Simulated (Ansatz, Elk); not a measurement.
# Bi4Mo3: X-ray structure factors from the self-consistent density, part 2 of 2

Structure refinements treat a crystal as free atoms side by side. For a made-up structure of Bi4Mo3 (cell and positions from a r2SCAN relaxation) the runs below show what the calculated density changes in F(hkl).

Elk 11.2.3 (patched build); all-electron DFT.

So far: The structure; Ground state and structure factors; The highest occupied states alone.

The structure was built from a prototype and need not be the compound's stable phase.

## 4. Another try

Level of this step: DFT, PBE, all-electron APW+lo, Dirac cores, scalar-relativistic bands, static density, no spin (Elk).

In this try the input is made faulty on purpose, to show what that does.

The input is changed as shown.

File elk.in:

```
tasks
  0
  195

xctype
  20

spinpol
  .false.

rgkmax
  3.5

gmaxvr
  14.0

lmaxo
  7

lmaxapw
  8

swidth
  0.002

tshift
  .false.

ramdisk
  .false.

hmaxvr
  5.5

maxscl
  60

epspot
  1e-06

sppath
  './'

avec
  3.17099698343 1.83077596156 31.92357122032
  -3.17099698343 1.83077596156 31.92357122032
  0.00000000000 -3.66155192439 31.92357122025

atoms
  2
  'Bi.in'
  4
  0.8734634263 0.8734634263 0.8734634263   0.000000 0.000000 0.000000
  0.1265365737 0.1265365737 0.1265365737   0.000000 0.000000 0.000000
  0.2907662818 0.2907662818 0.2907662818   0.000000 0.000000 0.000000
  0.7092337182 0.7092337182 0.7092337182   0.000000 0.000000 0.000000
  'Mo.in'
  3
  0.5817118187 0.5817118187 0.5817118187   0.000000 0.000000 0.000000
  0.4182881813 0.4182881813 0.4182881813   0.000000 0.000000 0.000000
  0.0000000000 0.0000000000 0.0000000000   0.000000 0.000000 0.000000

ngridk
  8 8 8
```

The run is started by

```console
$ OMP_NUM_THREADS=4 elk
```

Numbers of over 12 decimals in the logs are rounded to 6 here.

Output:

```text
┌─────────────────────────┐
│ Elk code version 11.2.3 │
└─────────────────────────┘

All units are atomic (Hartree, Bohr, etc.)

┌─────────────────────────────────────────────────┐
│ Ground-state run starting from atomic densities │
└─────────────────────────────────────────────────┘

Lattice vectors :
   3.170996983       1.830775962       31.92357122
  -3.170996983       1.830775962       31.92357122
   0.000000000      -3.661551924       31.92357122

Reciprocal lattice vectors :
  0.9907271026      0.5719965593      0.6560654158E-01
[...]
species : 1 (Bi)
[...]
species : 2 (Mo)
[...]
atom 2                    :    39.86358684     (  0.3268682391E-07)
   atom 3                    :    39.83794118     (  0.3174081442E-07)
 total in muffin-tins        :    445.0474085
 total calculated charge     :    457.9970166
 total charge                :    458.0000000
 error                       :   0.2983374605E-02

RMS change in Kohn-Sham potential (target) :   0.1285244072E-05 (  0.1000000000E-05)
Absolute change in total energy (target)   :   0.1179556275E-03 (  0.1000000000E-03)

┌──────────────────┐
│ Loop number : 19 │
└──────────────────┘
[key lines of the parts left out:]
total energy                :     -98472.360587218
```

The job ended after 2.9 min (4 threads of Arm Neoverse V2, shared host; peak memory 0.95 GiB).

The run was cut off at its time limit.

The fault put into the input: a cutoff far too low.

## 5. Another functional

The difference from free atoms is small, so it is set against the change that LDA (Perdew-Wang) makes.

elk.in: that of step 4 with these lines changed.

```diff
@@ -5,3 +5,3 @@
 xctype
-  20
+  3
 
@@ -11,3 +11,3 @@
 rgkmax
-  3.5
+  7.0
 
@@ -35,3 +35,3 @@
 maxscl
-  60
+  120
```

The run is started by

```console
$ OMP_NUM_THREADS=4 elk
```

Output:

```text
┌─────────────────────────┐
│ Elk code version 11.2.3 │
└─────────────────────────┘

All units are atomic (Hartree, Bohr, etc.)

┌─────────────────────────────────────────────────┐
│ Ground-state run starting from atomic densities │
└─────────────────────────────────────────────────┘

Lattice vectors :
   3.170996983       1.830775962       31.92357122
  -3.170996983       1.830775962       31.92357122
   0.000000000      -3.661551924       31.92357122

Reciprocal lattice vectors :
  0.9907271026      0.5719965593      0.6560654158E-01
[...]
muffin-tins (core leakage)
  species : 1 (Bi)
[...]
species : 2 (Mo)
[...]
atom 2                    :    40.33620410     ( -0.4896274604E-05)
   atom 3                    :    40.32517580     ( -0.4896196828E-05)
 total in muffin-tins        :    446.7380457
 total calculated charge     :    457.9946395
 total charge                :    458.0000000
 error                       :   0.5360512844E-02

┌──────────────────────────────┐
│ Self-consistent loop stopped │
└──────────────────────────────┘

Warning : core states of species 1 leak from the muffin-tin :   0.7755607069E-03

Wrote STATE.OUT
[key lines of the parts left out:]
total energy                :     -98416.284922945
```

Run time: 4.1 min. Hardware: 4 threads; peak memory 0.92 GiB.

Against the first run R = 0.01 %; the largest change is -0.083 at 110.

## 6. A coarser k-mesh

About half the k-points along each axis test the sampling.

elk.in: that of step 5 with these lines changed.

```diff
@@ -5,3 +5,3 @@
 xctype
-  3
+  20
 
@@ -63,2 +63,2 @@
 ngridk
-  8 8 8
+  4 4 4
```

The run is started by

```console
$ OMP_NUM_THREADS=4 elk
```

Output:

```text
┌─────────────────────────┐
│ Elk code version 11.2.3 │
└─────────────────────────┘

All units are atomic (Hartree, Bohr, etc.)

┌─────────────────────────────────────────────────┐
│ Ground-state run starting from atomic densities │
└─────────────────────────────────────────────────┘

Lattice vectors :
   3.170996983       1.830775962       31.92357122
  -3.170996983       1.830775962       31.92357122
   0.000000000      -3.661551924       31.92357122

Reciprocal lattice vectors :
  0.9907271026      0.5719965593      0.6560654158E-01
[...]
muffin-tins (core leakage)
  species : 1 (Bi)
[...]
species : 2 (Mo)
[...]
atom 2                    :    40.32403102     (  0.2669388621E-07)
   atom 3                    :    40.31269091     (  0.2674164534E-07)
 total in muffin-tins        :    446.6523934
 total calculated charge     :    457.9948543
 total charge                :    458.0000000
 error                       :   0.5145696294E-02

┌──────────────────────────────┐
│ Self-consistent loop stopped │
└──────────────────────────────┘

Warning : core states of species 1 leak from the muffin-tin :   0.7742285115E-03

Wrote STATE.OUT
[key lines of the parts left out:]
total energy                :     -98474.772508865
```

Elapsed: 3.2 min, on 4 threads; peak memory 1.2 GiB.

Against the first run R = 0.02 %; the largest change is +0.078 at 0 2 19.

## 7. Settings against the effect

```csv
run,R against the first run (%),"R against neutral atoms, low angle (%)",wall time
"PBE, rgkmax 7",0.00,0.24,5.8 min
LDA (Perdew-Wang),0.01,0.25,4.1 min
k-mesh 4×4×4,0.02,0.25,3.2 min
```

## 8. Outcome

* R against neutral atoms, sin θ/λ < 0.3 Å⁻¹: 0.24 %
* R against neutral atoms, 0.3 to 0.58 Å⁻¹: 0.10 %

**Reading.** Independent neutral atoms miss the calculated amplitudes by R = 0.24 % below 0.3 Å⁻¹ and 0.10 % from there to 0.58 Å⁻¹; by shells, 0.18 % below 0.15 Å⁻¹ (5 forms), 0.25 % 0.15 to 0.3 (23 forms), 0.15 % 0.3 to 0.45 (47 forms), 0.08 % above 0.45 (74 forms). Bonding, aspherical density and the tables' own atoms all enter these figures, and the runs don't part them. The largest change of an amplitude is -1.54 electrons, at 0 0 24. The window's part falls from 30.7 electrons at the origin to at most 0.45 between 0.45 and 0.58 Å⁻¹. Below 0.3 Å⁻¹ the changes that finished (LDA (Perdew-Wang) and k-mesh 4×4×4) move F by R = 0.02 % at most, against the 0.24 % that separates it from free atoms. The basis has no finished test. These runs have no spin, though d or f shells may be open. Spin-orbit coupling is left out, which can matter for elements this heavy. Part of the difference isn't bonding: the tables are fits to free atoms and ions calculated by other methods than this functional. Thermal motion, anomalous dispersion and extinction are left out.

[Logs are printed without paths, hosts, clocks, repeated set-up lines and the standing remarks that a program may print on its own settings, such as how far it seeks lower states.]

[Hosts, paths, dates, database ids (printed as entryN), source tags and the programs' standing remarks are cut or masked in the printed files.]
